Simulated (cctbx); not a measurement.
# Resonant diffraction in KLuIr2S6

Space group Fm-3m (no. 225), a = 9.5980 Å, b = 9.5980 Å, c = 9.5980 Å, α = 90.00°, β = 90.00°, γ = 90.00°.

| atom | mult. | x | y | z | Ueq (Å²) |
| --- | --- | --- | --- | --- | --- |
| Ir1 | 8 | 1/4 | 1/4 | 3/4 | 0.0026 |
| Lu1 | 4 | 1/2 | 0 | 0 | 0.0024 |
| K1 | 4 | 0 | 0 | 0 | 0.0049 |
| S1 | 24 | 3/4 | 0 | 3/4 | 0.0057 |

The model is made up (kin elements in a known structure type, no relaxation), so it says nothing on whether the phase exists.

Calculated with cctbx: free-atom f′ and f″ from the Sasaki tables, no fine structure; amplitudes in electrons.

```csv
E (eV),F 0 4 2,F 3 3 3,F 0 2 2,F 1 3 1
8644,286.9,137.8,686.8,153.5
8994,291.4,130.5,676.7,146.1
9124,296.5,124.3,669.4,139.9
9184,301.5,118.8,663.4,134.4
9214,306.9,113.1,657.4,128.6
9229,312.5,107.5,651.5,123.0
9236,317.4,102.6,646.5,118.0
9240,322.6,97.3,641.1,112.7
9248,324.4,101.2,641.0,115.7
9252,317.5,107.6,647.8,122.2
9259,311.7,113.0,653.5,127.7
9274,305.3,118.8,659.6,133.7
9304,298.9,124.5,665.4,139.5
9394,290.1,131.8,672.4,147.0
9644,279.9,138.6,677.1,154.0
```

**Question.** Which edge is crossed, and why do the reflections move as they do?

The L3 edge of Lu. The edge is at 9244 eV. f′ of Lu falls from -12.0 e at 9124 eV to -18.9 e at 4 eV below it, and f″ steps from 3.76 to 10.53 e across it. Over that approach |F| changes by +9 % (0 4 2), -22 % (3 3 3), -4 % (0 2 2) and -19 % (1 3 1): a reflection falls where Lu scatters in phase with the total and rises where it scatters against it; it hardly moves where the Lu term is small or cancels by symmetry. Above the edge the larger f″ enters the imaginary part, where it can add to or cancel the other atoms' f″. The structure is centrosymmetric, so Friedel mates stay equal.

[Logs are printed without paths, hosts, clocks, repeated set-up lines and the standing remarks that a program may print on its own settings, such as how far it seeks lower states.]
